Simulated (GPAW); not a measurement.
**Optical response of GeBi3**

Aim: the dielectric function of GeBi3, and the optical constants that follow from it.

Calculated with GPAW 26.7.0; DFT, PBE, plane-wave PAW (GPAW data sets), scalar-relativistic, RPA, optical limit.

**1. The structure**

It takes space group Fm-3m (No. 225, cubic). The conventional cell has a = 7.734 Å, b = 7.734 Å, c = 7.734 Å, α = 90.00°, β = 90.00°, γ = 90.00°. Nearest to Bi lie 8 Bi at 3.35 Å. Nearest to Bi lie 4 Ge at 3.35 Å and 4 Bi at 3.35 Å. Ge has 8 Bi at 3.35 Å nearest. Farther neighbours are not listed.

Coordinates:

```cif
data_structure
_symmetry_space_group_name_H-M 'Fm-3m'
_symmetry_Int_Tables_number 225
_cell_length_a 7.7336
_cell_length_b 7.7336
_cell_length_c 7.7336
_cell_angle_alpha 90.000
_cell_angle_beta 90.000
_cell_angle_gamma 90.000
_cell_volume 462.54
loop_
_atom_site_label
_atom_site_type_symbol
_atom_site_symmetry_multiplicity
_atom_site_Wyckoff_symbol
_atom_site_fract_x
_atom_site_fract_y
_atom_site_fract_z
_atom_site_occupancy
Bi1 Bi 4 b 0.50000 0.00000 0.00000 1
Bi2 Bi 8 c 0.25000 0.25000 0.75000 1
Ge1 Ge 4 a 0.00000 0.00000 0.00000 1
```

**2. Ground state**

First the ground state: is it a metal or has it a gap?

This step: DFT, PBE, plane-wave PAW (GPAW data sets), scalar-relativistic, ground state (GPAW 26.7.0).

Contents of gs.py:

```python
from ase import Atoms
from ase.dft.bandgap import bandgap
from gpaw import GPAW, PW, FermiDirac

atoms = Atoms(['Bi', 'Bi', 'Bi', 'Ge'],
              cell=[[0.00000000, 3.86682100, 3.86682100],
                    [3.86682100, 0.00000000, 3.86682100],
                    [3.86682100, 3.86682100, 0.00000000]],
              scaled_positions=[[0.50000000, 0.50000000, 0.50000000],
                                [0.75000000, 0.75000000, 0.75000000],
                                [0.25000000, 0.25000000, 0.25000000],
                                [0.00000000, 0.00000000, 0.00000000]],
              pbc=[True, True, True])
atoms.calc = GPAW(mode=PW(450), xc='PBE', kpts={'size': (5, 5, 5), 'gamma': True},
                  occupations=FermiDirac(0.05), maxiter=150, txt='gs.txt')
print('energy (eV)', atoms.get_potential_energy())
print('Fermi level (eV)', atoms.calc.get_fermi_level())
print('valence electrons', atoms.calc.get_number_of_electrons())
print('gap (eV)', bandgap(atoms.calc, output=None)[0])
print('direct gap (eV)', bandgap(atoms.calc, direct=True, output=None)[0])
atoms.calc.write('gs.gpw')
```

Launch:

```console
OMP_NUM_THREADS=1 python gs.py
```

Numbers of over 12 decimals in the logs are rounded to 6 here.

What it wrote:

```text
__  _  _
 | _ |_)|_||  |
 |__||  | ||/\| - 26.7.0

Versions:
  Python: 3.12.14
  ASE:    3.29.0
  Numpy:  2.5.5
  Scipy:  1.18.1
  Libxc:  7.0.0

Input parameters:
  mode=PW(ecut=450.000000),
  kpts=MonkhorstPack(size=(5, 5, 5), gamma=True),
  maxiter=150,
  occupations=Occupations(name='fermi-dirac', width=0.05, fixmagmom=False),
  xc=XC(name='PBE')

Diagonalizing LCAO Hamiltonian
Converting LCAO to pw mode

                         Bi

                   Bi

             Bi

       Ge

Atoms  # Å, Bohr magnetons
|   | symbol |        x |        y |        z |    initial magnetic moments |
| 0 |     Bi | 3.866821 | 3.866821 | 3.866821 | ( 0.0000,  0.0000,  0.0000) |
| 1 |     Bi | 5.800231 | 5.800231 | 5.800231 | ( 0.0000,  0.0000,  0.0000) |
| 2 |     Bi | 1.933410 | 1.933410 | 1.933410 | ( 0.0000,  0.0000,  0.0000) |
| 3 |     Ge | 0.000000 | 0.000000 | 0.000000 | ( 0.0000,  0.0000,  0.0000) |

Unit cell  # Å
| periodic |        x |        y |        z |  lengths |    angles |
|      yes | 0.000000 | 3.866821 | 3.866821 | 5.468511 | 60.000000 |
|      yes | 3.866821 | 0.000000 | 3.866821 | 5.468511 | 60.000000 |
|      yes | 3.866821 | 3.866821 | 0.000000 | 5.468511 | 60.000000 |

Number of symmetries: 48
Symmetry operations  # r_c * U_cc + t_c -> r_c
|    | kind |            matrix            |
|  0 |  σ   |  1, 0, 0,  1, 0,-1,  1,-1, 0 |
|  1 |  C2  |  1, 0, 0,  1,-1, 0,  1, 0,-1 |
|  2 |  E   |  1, 0, 0,  0, 1, 0,  0, 0, 1 |
|  3 |  σ   |  1, 0, 0,  0, 0, 1,  0, 1, 0 |
|  4 |  C4  |  1, 0,-1,  1, 0, 0,  1,-1, 0 |
|  5 |  S6  |  1, 0,-1,  1,-1, 0,  1, 0, 0 |
|  6 |  σ   |  1, 0,-1,  0, 1,-1,  0, 0,-1 |
|  7 |  C3  |  1, 0,-1,  0, 0,-1,  0, 1,-1 |
|  8 |  S6  |  1,-1, 0,  1, 0, 0,  1, 0,-1 |
|  9 |  C4  |  1,-1, 0,  1, 0,-1,  1, 0, 0 |
| 10 |  C3  |  1,-1, 0,  0,-1, 1,  0,-1, 0 |
| 11 |  σ   |  1,-1, 0,  0,-1, 0,  0,-1, 1 |
| 12 |  σ   |  0, 1, 0,  1, 0, 0,  0, 0, 1 |
| 13 |  C4  |  0, 1, 0,  0, 1,-1, -1, 1, 0 |
| 14 |  C3  |  0, 1, 0,  0, 0, 1,  1, 0, 0 |
| 15 |  S6  |  0, 1, 0, -1, 1, 0,  0, 1,-1 |
| 16 |  C2  |  0, 1,-1,  1, 0,-1,  0, 0,-1 |
| 17 |  σ   |  0, 1,-1,  0, 1, 0, -1, 1, 0 |
| 18 |  S4  |  0, 1,-1,  0, 0,-1,  1, 0,-1 |
| 19 |  C4  |  0, 1,-1, -1, 1, 0,  0, 1, 0 |
| 20 |  C3  |  0, 0, 1,  1, 0, 0,  0, 1, 0 |
| 21 |  σ   |  0, 0, 1,  0, 1, 0,  1, 0, 0 |
| 22 |  S6  |  0, 0, 1,  0,-1, 1, -1, 0, 1 |
| 23 |  C4  |  0, 0, 1, -1, 0, 1,  0,-1, 1 |
| 24 |  S4  |  0, 0,-1,  1, 0,-1,  0, 1,-1 |
| 25 |  C3  |  0, 0,-1,  0, 1,-1,  1, 0,-1 |
| 26 |  C2  |  0, 0,-1,  0,-1, 0, -1, 0, 0 |
| 27 |  S6  |  0, 0,-1, -1, 0, 0,  0,-1, 0 |
| 28 |  S4  |  0,-1, 1,  1,-1, 0,  0,-1, 0 |
| 29 |  C4  |  0,-1, 1,  0, 0, 1, -1, 0, 1 |
| 30 |  C2  |  0,-1, 1,  0,-1, 0,  1,-1, 0 |
| 31 |  σ   |  0,-1, 1, -1, 0, 1,  0, 0, 1 |
| 32 |  C3  |  0,-1, 0,  1,-1, 0,  0,-1, 1 |
| 33 |  S6  |  0,-1, 0,  0, 0,-1, -1, 0, 0 |
| 34 |  S4  |  0,-1, 0,  0,-1, 1,  1,-1, 0 |
| 35 |  C2  |  0,-1, 0, -1, 0, 0,  0, 0,-1 |
| 36 |  C2  | -1, 1, 0,  0, 1, 0,  0, 1,-1 |
| 37 |  S6  | -1, 1, 0,  0, 1,-1,  0, 1, 0 |
| 38 |  S4  | -1, 1, 0, -1, 0, 1, -1, 0, 0 |
| 39 |  C3  | -1, 1, 0, -1, 0, 0, -1, 0, 1 |
| 40 |  S6  | -1, 0, 1,  0, 0, 1,  0,-1, 1 |
| 41 |  C2  | -1, 0, 1,  0,-1, 1,  0, 0, 1 |
| 42 |  C3  | -1, 0, 1, -1, 1, 0, -1, 0, 0 |
| 43 |  S4  | -1, 0, 1, -1, 0, 0, -1, 1, 0 |
| 44 |  C2  | -1, 0, 0,  0, 0,-1,  0,-1, 0 |
| 45 |  i   | -1, 0, 0,  0,-1, 0,  0, 0,-1 |
| 46 |  σ   | -1, 0, 0, -1, 1, 0, -1, 0, 1 |
| 47 |  C2  | -1, 0, 0, -1, 0, 1, -1, 1, 0 |

BZ-sampling:
  Number of BZ points: 125
  Number of IBZ points: 10

  Monkhorst-Pack size: [5, 5, 5]
  Monkhorst-Pack shift: [0, 0, 0]

K-points  # in reciprocal-cell coordinates
|   |                                coordinates |     weight |
| 0 | (  0.00000000,   0.00000000,   0.00000000) | 0.00800000 |
| 1 | (  0.20000000,   0.20000000,   0.00000000) | 0.04800000 |
| 2 | (  0.20000000,   0.20000000,   0.20000000) | 0.06400000 |
| 3 | (  0.40000000,   0.20000000,  -0.20000000) | 0.19200000 |
| 4 | (  0.40000000,   0.20000000,   0.20000000) | 0.09600000 |
| 5 | (  0.40000000,   0.40000000,  -0.40000000) | 0.19200000 |
| 6 | (  0.40000000,   0.40000000,  -0.20000000) | 0.09600000 |
| 7 | (  0.40000000,   0.40000000,   0.00000000) | 0.04800000 |
| 8 | (  0.40000000,   0.40000000,   0.20000000) | 0.19200000 |
| 9 | (  0.40000000,   0.40000000,   0.40000000) | 0.06400000 |

Plane wave coefficients: 2532
Cutoff: 450.000000 eV

Spin-components: 1 (collinear spins)
Bands:           31
Projectors:      23
Spin-degeneracy: 2
Datatype:        complex128

Parallelization:
  kpt:    1
  domain: 1
  band:   1

Density:
  Valence electrons: 49.0
  Components: 1
  Grid points: [27 27 27]
  Charge: 0.0  # |e|

Potential:
  Grid points: [27 27 27]

species:
  Bi:
    name:    Bismuth
    id:
    Z:       83.0
    valence: 15
    core:    68
    charge:  0.0  # [|e|]
    compensation charges:
      type: gauss
      rc: 0.38  # [Å]
      lmax: 2
    cutoffs:
      filter: 2.23  # [Å]
      core: 2.33  # [Å]
    projectors
    | kind |    occ | energy [eV] | rcut [Å] |
    |   6s |  2.000 |     -14.385 |    1.286 |
    |   6p |  3.000 |      -4.580 |    1.275 |
    |   5d | 10.000 |     -27.119 |    1.349 |
    |    s |        |      12.827 |    1.286 |
    |    p |        |      22.631 |    1.275 |
    |    d |        |       0.093 |    1.349 |

    Using partial waves for Bi as LCAO basis

  Ge:
    name:    Germanium
    id:
    Z:       32.0
    valence: 4
    core:    28
    charge:  0.0  # [|e|]
    compensation charges:
      type: gauss
      rc: 0.32  # [Å]
      lmax: 2
    cutoffs:
      filter: 1.77  # [Å]
      core: 3.42  # [Å]
    projectors
    | kind |    occ | energy [eV] | rcut [Å] |
    |   4s |  2.000 |     -11.726 |    1.005 |
    |   4p |  2.000 |      -3.896 |    1.005 |
    |    s |        |      15.485 |    1.005 |
    |    p |        |      23.315 |    1.005 |
    |    d |        |       0.000 |    1.005 |

    Using partial waves for Ge as LCAO basis

Reference energy: -1811642.786710  # eV

eigensolver:
  PPCG
  Converge bands: occupied
  niter=2

density mixing:
  MSR1-Mixer
  Pratt-step length: 0.05
  Maximum mixing coefficient: 0.75
  Old densities: 10
  SVD Regularization: 0.005
  Good broyden scale: 1.0
  Trust region scale: 1.0
  Backstep threshold: 4.0
  History deletion threshold: 6.0
  Fourier metric: weight=20.0, sigma=0.015

occupation numbers:
  Fermi-Dirac:
    width: 0.0500  # eV

poisson solver:
  ecut: 3600.000000  # eV

xc functional:
  name: PBE with 2 nearest neighbor stencil

convergence criteria:
- Maximum [total energy] change in last 3 cyles: 0.0005 eV / valence electron
- Maximum integral of absolute [dens]ity change: 0.0001 electrons / valence electron
- Maximum integral of absolute [eigenst]ate change: 4e-08 eV^2 / valence electron
maximum number of iterations: 150

SCF iterations
|iter     |      energy | eigst |  dens |
|iter:   1||  -17.629010 | -0.42 |       |
|iter:   2||  -17.631099 | -2.69 | -1.69 |
|iter:   3||  -17.622327c| -2.92 | -1.73 |
|iter:   4||  -17.627367c| -3.58 | -2.11 |
|iter:   5||  -17.629446c| -3.91 | -2.48 |
|iter:   6||  -17.629356c| -5.34 | -3.17 |
|iter:   7||  -17.629364c| -6.33 | -3.55 |
|iter:   8||  -17.629365c| -6.83 | -4.26c|
|iter:   9||  -17.629366c| -7.69c| -4.81c|

Converged in 9 steps
SCF loop duration: 12.909 s (1.434 s/step)
Energy contributions relative to reference atoms: (reference = -1811642.786710)

Energy contributions:
  Kinetic:          51.036906
  Coulomb:         -47.362199
  Zero:             -4.453298
  External:          0.000000
  Xc:              -16.837941
  Entropy:          -0.025666
  Spinorbit:         0.000000
  ----------------------------
  Free energy:     -17.642199
  Extrapolated:    -17.629366

dipole moment: (-25.368546, -25.368546, -25.368546)  # |e|*Ang

Fermi level: 7.688
Eigenvalues  # (at kpt = [0.000, 0.000, 0.000])
| band index |      eig [eV] | occ [0-2] |
|          0 |       -15.892 |     2.000 |
|        ... |               |           |
|         20 |         5.036 |     2.000 |
|         21 |         5.036 |     2.000 |
|         22 |         5.235 |     2.000 |
|         23 |         5.235 |     2.000 |
|         24 |         5.235 |     2.000 |
|         25 |         6.040 |     2.000 |
|         26 |         6.040 |     2.000 |
|         27 |         6.040 |     2.000 |
|         28 |        11.093 |     0.000 |
|         29 |        11.093 |     0.000 |
|         30 |        12.993 |     0.000 |

No gap
No difference between direct/indirect transitions

--- standard output ---
energy (eV) -17.629366
Fermi level (eV) 7.688020
valence electrons 49.0
gap (eV) 0.0
direct gap (eV) 0.0
```

Wall time 15 s (1 thread of Arm Neoverse V2, shared host); peak memory 0.17 GiB.

Numbers from this step:

| Quantity | Value |
| --- | --- |
| energy | -17.63 eV |
| Fermi energy | 7.688 eV |
| electrons | 49 |

There are states at the Fermi level within the smearing, so the occupations stay smeared and the carriers get a Drude term.

**3. Bands for the response**

At the fixed density, many empty bands are solved on the mesh of the response, since the spectrum sums over them.

This step: DFT, PBE, plane-wave PAW (GPAW data sets), scalar-relativistic, bands at fixed density (GPAW 26.7.0).

Contents of nscf.py:

```python
from ase.dft.bandgap import bandgap
from gpaw import GPAW, FermiDirac

calc = GPAW('gs.gpw').fixed_density(kpts={'size': (8, 8, 8), 'gamma': True}, nbands=47, convergence={'bands': 41},
                                    occupations=FermiDirac(0.05), txt='nscf.txt')
print('gap (eV)', bandgap(calc, output=None)[0])
print('direct gap (eV)', bandgap(calc, direct=True, output=None)[0])
calc.write('full.gpw', mode='all')
```

Launch:

```console
OMP_NUM_THREADS=1 python nscf.py
```

What it wrote:

```text
Diagonalizing LCAO Hamiltonian
Converting LCAO to pw mode
convergence criteria:
- Maximum integral of absolute [eigenst]ate change: 4e-08 eV^2 / valence electron
maximum number of iterations: 150

SCF iterations
|iter     |      energy | eigst |  dens |
|iter:   1||             | +2.66 |       |
|iter:   2||             | +1.23 |       |
|iter:   3||             | +0.15 |       |
|iter:   4||             | -1.10 |       |
|iter:   5||             | -2.12 |       |
|iter:   6||             | -2.93 |       |
|iter:   7||             | -3.59 |       |
|iter:   8||             | -4.42 |       |
|iter:   9||             | -5.18 |       |
|iter:  10||             | -6.01 |       |
|iter:  11||             | -6.80 |       |
|iter:  12||             | -7.60c|       |
SCF steps: 12
  __  _  _
 | _ |_)|_||  |
 |__||  | ||/\| - 26.7.0

Versions:
  Python: 3.12.14
  ASE:    3.29.0
  Numpy:  2.5.5
  Scipy:  1.18.1
  Libxc:  7.0.0

Input parameters:
  mode=PW(ecut=450.000000),
  convergence={'bands': 41},
  gpts=array([27, 27, 27]),
  kpts=MonkhorstPack(size=(8, 8, 8), gamma=True),
  maxiter=150,
  nbands=47,
  occupations=Occupations(name='fermi-dirac', width=0.05, fixmagmom=False),
  parallel={},
  xc=XC(name='PBE')

--- standard output ---
gap (eV) 0.0
direct gap (eV) 0.0
```

It took 61 s on 1 thread; peak memory 0.24 GiB.

(Continued in part 2 of 2.)

[Machine, clock and banner lines and Python warnings are left out of the logs.]

[Logs are printed without paths, hosts, clocks, repeated set-up lines and the standing remarks that a program may print on its own settings, such as how far it seeks lower states.]

[Hosts, paths, dates, database ids (printed as entryN), source tags and the programs' standing remarks are cut or masked in the printed files.]
